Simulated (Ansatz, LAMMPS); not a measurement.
# Elastic response of amorphous 43Bi2O3-57BaO (mol %) (99 atoms)

Aim: relax amorphous 43Bi2O3-57BaO (mol %) (99 atoms), then change its volume and shape to read moduli from the stress.

Main program and level: Ansatz 0.2.0; Kohn-Sham DFT, PBE, PAW (set soft_2), plane waves.

**1. Starting point**

The cell holds 99 atoms: 26 Bi, 17 Ba and 56 O. Cell: a = 12.206 Å, b = 12.206 Å, c = 12.206 Å, α = 90.0°, β = 90.0°, γ = 90.0°. 99 atoms (26 Gd, 17 Ba, 56 O) placed at random at 7.09 g/cm³, melted at 5000 K for 10 ps at fixed volume with the Morse and Coulomb pair potential with partial charges (Pedone, Malavasi, Menziani, Cormack and Segre, J. Phys. Chem. B 110, 11780 (2006)). Quenched from 5000 K to 300 K at 50 K/ps and fixed volume, held 5 ps, then minimised at fixed cell. Then Gd was replaced by Bi and the cell scaled by 1.02 (the potential has no terms for the new elements, so the cell is a start for a DFT relaxation).

What the set-up can't give: The quench rate of 50 K/ps far exceeds what a furnace or splat quench reaches, so expect more defects and frozen-in strain than in a real sample. The starting topology of bonds comes from the classical model, and needn't be the one that DFT or experiment would give. The Brillouin zone is sampled at Γ only. No spin–orbit coupling is included, so levels derived from the heavy atoms are approximate.

**2. Single point at the start**

A single point comes first, to see the forces before anything moves.

The input, input.yaml:

```yaml
crystal:
  lattice:
    - [12.20614, 0.0, 0.0]
    - [0.0, 12.20614, 0.0]
    - [0.0, 0.0, 12.20614]
  atoms:
    - { symbol: Bi, position: [0.10263, 0.35458, 0.94295] }
    - { symbol: Bi, position: [0.13237, 0.95726, 0.68045] }
    - { symbol: Bi, position: [0.14538, 0.34596, 0.2179] }
    - { symbol: Bi, position: [0.27248, 0.53578, 0.90841] }
    - { symbol: Bi, position: [0.90722, 0.72136, 0.54821] }
    - { symbol: Bi, position: [0.66979, 0.14947, 0.76615] }
    - { symbol: Bi, position: [0.59403, 0.88573, 0.6616] }
    - { symbol: Bi, position: [0.47913, 0.94924, 0.91943] }
    - { symbol: Bi, position: [0.35279, 0.76857, 0.66591] }
    - { symbol: Bi, position: [0.144, 0.29359, 0.66327] }
    - { symbol: Bi, position: [0.72835, 0.0577, 0.0289] }
    - { symbol: Bi, position: [0.12771, 0.83545, 0.42375] }
    - { symbol: Bi, position: [0.02778, 0.10421, 0.40482] }
    - { symbol: Bi, position: [0.45785, 0.71343, 0.37213] }
    - { symbol: Bi, position: [0.95819, 0.40978, 0.47094] }
    - { symbol: Bi, position: [0.96463, 0.12625, 0.88123] }
    - { symbol: Bi, position: [0.39014, 0.48028, 0.13773] }
    - { symbol: Bi, position: [0.09825, 0.62522, 0.72411] }
    - { symbol: Bi, position: [0.84949, 0.01901, 0.59633] }
    - { symbol: Bi, position: [0.39031, 0.29986, 0.37089] }
    - { symbol: Bi, position: [0.1745, 0.07031, 0.15029] }
    - { symbol: Bi, position: [0.86142, 0.2879, 0.18525] }
    - { symbol: Bi, position: [0.3269, 0.81495, 0.12723] }
    - { symbol: Bi, position: [0.56085, 0.63044, 0.89194] }
    - { symbol: Bi, position: [0.35983, 0.95972, 0.4015] }
    - { symbol: Bi, position: [0.60504, 0.75196, 0.14655] }
    - { symbol: Ba, position: [0.91082, 0.91258, 0.20887] }
    - { symbol: Ba, position: [0.07792, 0.81963, 0.95815] }
    - { symbol: Ba, position: [0.85664, 0.59043, 0.25799] }
    - { symbol: Ba, position: [0.61048, 0.33854, 0.9817] }
    - { symbol: Ba, position: [0.49253, 0.11262, 0.18389] }
    - { symbol: Ba, position: [0.84705, 0.41139, 0.71075] }
    - { symbol: Ba, position: [0.11255, 0.64284, 0.20229] }
    - { symbol: Ba, position: [0.33572, 0.19184, 0.91066] }
    - { symbol: Ba, position: [0.22781, 0.53469, 0.48352] }
    - { symbol: Ba, position: [0.66566, 0.93087, 0.37267] }
    - { symbol: Ba, position: [0.63951, 0.59962, 0.58166] }
    - { symbol: Ba, position: [0.40226, 0.12696, 0.62058] }
    - { symbol: Ba, position: [0.68187, 0.2083, 0.43851] }
    - { symbol: Ba, position: [0.86714, 0.53724, 0.96014] }
    - { symbol: Ba, position: [0.63547, 0.47095, 0.30468] }
    - { symbol: Ba, position: [0.43619, 0.43179, 0.67667] }
    - { symbol: Ba, position: [0.82162, 0.81335, 0.88643] }
    - { symbol: O, position: [0.19689, 0.12122, 0.72135] }
    - { symbol: O, position: [0.49454, 0.85506, 0.5] }
    - { symbol: O, position: [0.02096, 0.95736, 0.52989] }
    - { symbol: O, position: [0.11875, 0.16285, 0.9923] }
    - { symbol: O, position: [0.48138, 0.78826, 0.00206] }
    - { symbol: O, position: [0.27308, 0.75294, 0.33697] }
    - { symbol: O, position: [0.65604, 0.70216, 0.33176] }
    - { symbol: O, position: [0.03695, 0.247, 0.51158] }
    - { symbol: O, position: [0.6644, 0.50239, 0.7968] }
    - { symbol: O, position: [0.72625, 0.16245, 0.18121] }
    - { symbol: O, position: [0.78467, 0.19472, 0.91071] }
    - { symbol: O, position: [0.45716, 0.88055, 0.25467] }
    - { symbol: O, position: [0.24578, 0.3684, 0.81017] }
    - { symbol: O, position: [0.18217, 0.00796, 0.34911] }
    - { symbol: O, position: [0.47466, 0.62705, 0.20665] }
    - { symbol: O, position: [0.4247, 0.62457, 0.52612] }
    - { symbol: O, position: [0.90599, 0.99704, 0.0044] }
    - { symbol: O, position: [0.83975, 0.55135, 0.50862] }
    - { symbol: O, position: [0.06072, 0.46516, 0.622] }
    - { symbol: O, position: [0.42454, 0.93999, 0.74761] }
    - { symbol: O, position: [0.80746, 0.1968, 0.64876] }
    - { symbol: O, position: [0.53692, 0.37646, 0.47428] }
    - { symbol: O, position: [0.08379, 0.54256, 0.89166] }
    - { symbol: O, position: [0.93486, 0.7142, 0.08474] }
    - { symbol: O, position: [0.95593, 0.98646, 0.75809] }
    - { symbol: O, position: [0.51812, 0.24677, 0.7703] }
    - { symbol: O, position: [0.33401, 0.99322, 0.04358] }
    - { symbol: O, position: [0.26412, 0.9021, 0.55191] }
    - { symbol: O, position: [0.55141, 0.1096, 0.97652] }
    - { symbol: O, position: [0.2623, 0.66362, 0.0443] }
    - { symbol: O, position: [0.69226, 0.67023, 0.00837] }
    - { symbol: O, position: [0.24068, 0.40427, 0.05668] }
    - { symbol: O, position: [0.68845, 0.91342, 0.13708] }
    - { symbol: O, position: [0.44974, 0.50054, 0.95727] }
    - { symbol: O, position: [0.45798, 0.11745, 0.40123] }
    [... 15 atom lines left out ...]
    - { symbol: O, position: [0.82751, 0.35256, 0.35594] }
    - { symbol: O, position: [0.63665, 0.05199, 0.60151] }
    - { symbol: O, position: [0.49469, 0.33812, 0.19862] }
    - { symbol: O, position: [0.96251, 0.76285, 0.36536] }
    - { symbol: O, position: [0.17728, 0.80613, 0.77133] }
    - { symbol: O, position: [0.6638, 0.96236, 0.83337] }
kpoints:
  mp_grid: { grid: [1, 1, 1] }
hamiltonian:
  xc: pbe
scf:
  occupations: { method: gaussian, width: 0.025 }
output:
  forces: true
```

Command:

```bash
$ ansatz run input.yaml --threads 8 --pin off --max-ram 15872MiB --backend cpu --events-out ev --progress --plain --runs-dir out
```

Numbers of over 12 decimals in the logs are rounded to 6 here.

Log:

```text
Engine: ansatz 0.2.0, aarch64-unknown-linux-gnu
Pseudopotentials: kind: paw
Pseudopotential: Bi, paw, valence charge 15, recommended cutoff 420 eV (normal), Bi.paw.azcp
Pseudopotential: Ba, paw, valence charge 10, recommended cutoff 420 eV (normal), Ba.paw.azcp
Pseudopotential: O, paw, valence charge 6, recommended cutoff 420 eV (normal), O.paw.azcp
[... 5 lines on functional and potentials left out ...]
Crystal: 99 atoms, lattice volume = 1818.591 Å³
Basis set: ecut = 420 eV, 35585 PW (Γ), exchange–correlation on 180×180×180 points (8 copies of the dense FFT grid, shifted against one another)
Bands: 547, of which v1, the nominal top of the filled ones, is band 448 counted from 1 (447 counted from 0)
Symmetry: 1 space group operations
Space group: P1 (ITA 1), of the structure as read, at distance tolerance 1.2e-4 Å
k-points: 1
[... 7 lines on functional and potentials left out ...]
Initial density: superposition of atomic densities (neutral atoms: chi_scale 0, normalization atom), corrected by the library's trained network
Initial wavefunctions: pseudopotential atomic-orbital guess
Functional: x = pbe(κ = 0.804, μ = 0.219515), c = pbe(β = 0.066725)
SCF iter   1: F=—  HF=-455239.295410 eV  |F-HF|=—  |Δ(HF+E_count)|=         —  Δρ=3.55e-3  dr2=3.32e-1  ethr=1.77e-3  ⟨swp⟩=6.0  Hψ=2301  notcnv=0  defer=63
preconditioner: auto → Resta (q_TF=auto, 2.425 Å⁻¹)  ε∞=3.6  [insulator: Δε(μ)=1.452 eV  Ē_g=15.960 eV  σ=0.025 eV  W_gap=1.00  n_scr=460 (ndim 8)  ℏωp=25.6 eV  f_vac=0.033  D(μ)=0.00/eV (n_scr^D=0)  ε∞_Penn≈3.6]
SCF iter   2: F=—  HF=-455239.269877 eV  |F-HF|=—  |Δ(HF+E_count)|=   2.55e-2  Δρ=2.43e-3  dr2=7.95e-2  ethr=3.70e-5  ⟨swp⟩=3.0  Hψ=795  notcnv=0  defer=95
SCF iter   3: F=—  HF=-455239.263532 eV  |F-HF|=—  |Δ(HF+E_count)|=   6.35e-3  Δρ=1.09e-3  dr2=2.31e-2  ethr=8.88e-6  ⟨swp⟩=2.0  Hψ=732  notcnv=0  defer=68
automatic band count: iteration 3 solves 520 bands in place of 547: the levels show a gap, and the empty bands left out lie too high to hold charge; the band table lists the bands solved (type scf.n_extra_bands for more)
SCF iter   4: F=—  HF=-455239.264104 eV  |F-HF|=—  |Δ(HF+E_count)|=   5.73e-4  Δρ=5.49e-4  dr2=6.81e-3  ethr=2.58e-6  ⟨swp⟩=2.0  Hψ=618  notcnv=0  defer=68
SCF iter   5: F=—  HF=-455239.264153 eV  |F-HF|=—  |Δ(HF+E_count)|=   4.87e-5  Δρ=2.00e-4  dr2=9.35e-4  ethr=7.60e-7  ⟨swp⟩=2.0  Hψ=726  notcnv=0  defer=68
SCF iter   6: F=—  HF=-455239.264346 eV  |F-HF|=—  |Δ(HF+E_count)|=   1.93e-4  Δρ=8.74e-5  dr2=1.53e-4  ethr=1.04e-7  ⟨swp⟩=2.0  Hψ=696  notcnv=0  defer=68
SCF iter   7: F=—  HF=-455239.264410 eV  |F-HF|=—  |Δ(HF+E_count)|=   6.41e-5  Δρ=6.44e-5  dr2=8.03e-5  ethr=1.71e-8  ⟨swp⟩=2.0  Hψ=750  notcnv=0  defer=68
SCF iter   8: F=—  HF=-455239.268721 eV  |F-HF|=—  |Δ(HF+E_count)|=   4.31e-3  Δρ=1.58e-5  dr2=5.07e-6  ethr=8.96e-9  ⟨swp⟩=2.0  Hψ=764  notcnv=0  defer=68
SCF iter   9: F=—  HF=-455239.268725 eV  |F-HF|=—  |Δ(HF+E_count)|=   4.21e-6  Δρ=1.39e-5  dr2=3.81e-6  ethr=5.66e-10  ⟨swp⟩=2.0  Hψ=751  notcnv=0  defer=68
SCF iter  10: F=—  HF=-455239.268725 eV  |F-HF|=—  |Δ(HF+E_count)|=   1.03e-7  Δρ=4.11e-6  dr2=3.49e-7  ethr=4.26e-10  ⟨swp⟩=2.0  Hψ=736  notcnv=0  defer=68
SCF iter  11: F=—  HF=-455239.268725 eV  |F-HF|=—  |Δ(HF+E_count)|=   3.07e-7  Δρ=2.15e-6  dr2=1.03e-7  ethr=1.12e-11  ⟨swp⟩=4.0  Hψ=1868  notcnv=0
SCF iter  12: F=-455239.268725 eV  HF=-455239.268725 eV  |F-HF|=4.40e-8  |Δ(HF+E_count)|=   5.02e-8  Δρ=1.86e-6  dr2=6.98e-8  ethr=1.12e-11  ⟨swp⟩=4.0  Hψ=1323  notcnv=0
SCF 1 converged in 12 iterations: F = -455239.268725 eV  dr2 = 6.98e-8
  greatest PAW one-centre occupation: 0.993 electrons in one spin orbital (limit 2), on the Bi atom at site 6 (counted from 0), in its partial waves of l = 2
SCF converged after 12 iterations
Free energy (F): -455239.268725 eV
Harris-Foulkes:  -455239.268725 eV  (|F-HF|=4.40e-8)
Internal energy: -455239.268725 eV  (E = F + TS)
E sigma→0 (E₀):  -455239.268725 eV
Fermi energy:    10.765215 eV
--- Per-component energies (eV) ---
  E_band       = -2557.853279
  E_kinetic    = 20519.966267
  E_local      = -70025.464065  (includes V_loc(G=0)·N_el)
  E_nonlocal   = 18335.778503
  E_hartree    = 25025.520408
  E_xc         = -11006.343715
  E_vxc        = -11428.634805  (∫ρ·V_xc dr)
  E_paw        = -374895.523880  (= ΣΔE_a)
  E_vpaw       = -10010.660784  (= ΣTr[D̂ρ^β])
  E_aug_tail   = 0.122781  (compensation charges beyond the density's cutoff)
  E_ewald      = -63193.325023
  E_smearing   = -0.000000  (= −TS)
  E_closure    = 0.000000  (closes the sum)
  Σ components = -455239.268725   (vs F -455239.268725, Δ=0.00e0)
--- Forces (eV/Å), atoms counted from 1 ---
  atom   1  Bi    -0.91384059    -0.49114846     0.17202147
  atom   2  Bi    -0.32633980     0.47700478     0.38308114
  atom   3  Bi     0.20939572    -0.80285244    -0.13284088
  atom   4  Bi     0.24089987     0.97191079    -0.27206060
  atom   5  Bi     0.01058705    -0.17974803     0.12417775
  atom   6  Bi     0.14949404    -0.51170542    -0.25077956
  atom   7  Bi     0.46401542     0.50555120     0.18178570
  atom   8  Bi     0.36215355    -0.39808327    -0.19828869
  atom   9  Bi    -0.03718522    -0.25899783     0.29694884
  atom  10  Bi     0.08585395    -0.55118719     0.05745497
  atom  11  Bi     0.12159157     0.03693568     0.13925711
  atom  12  Bi    -0.17333647    -0.05761708    -0.10678552
  atom  13  Bi     0.23886310     0.65408587    -0.12827774
  atom  14  Bi    -0.43334472    -0.01262134     0.25720434
[...]
atom  98  O      0.31752745    -0.56183396     0.56053751
  atom  99  O      0.22230270    -0.75237904     0.14717193
  max |Σ_I F_I| component: 1.16e-4 eV/Å
```

It took 20 s on 8 threads of Arm Neoverse V1, shared host; peak memory 2.9 GiB; 2.5 min of CPU time.

The r.m.s. force at the start is 0.53 eV/Å.

(Continued in part 2 of 3.)

[Logs are printed without paths, hosts, clocks, repeated set-up lines and the standing remarks that a program may print on its own settings, such as how far it seeks lower states.]

[Hosts, paths, dates, database ids (printed as entryN), source tags and the programs' standing remarks are cut or masked in the printed files.]
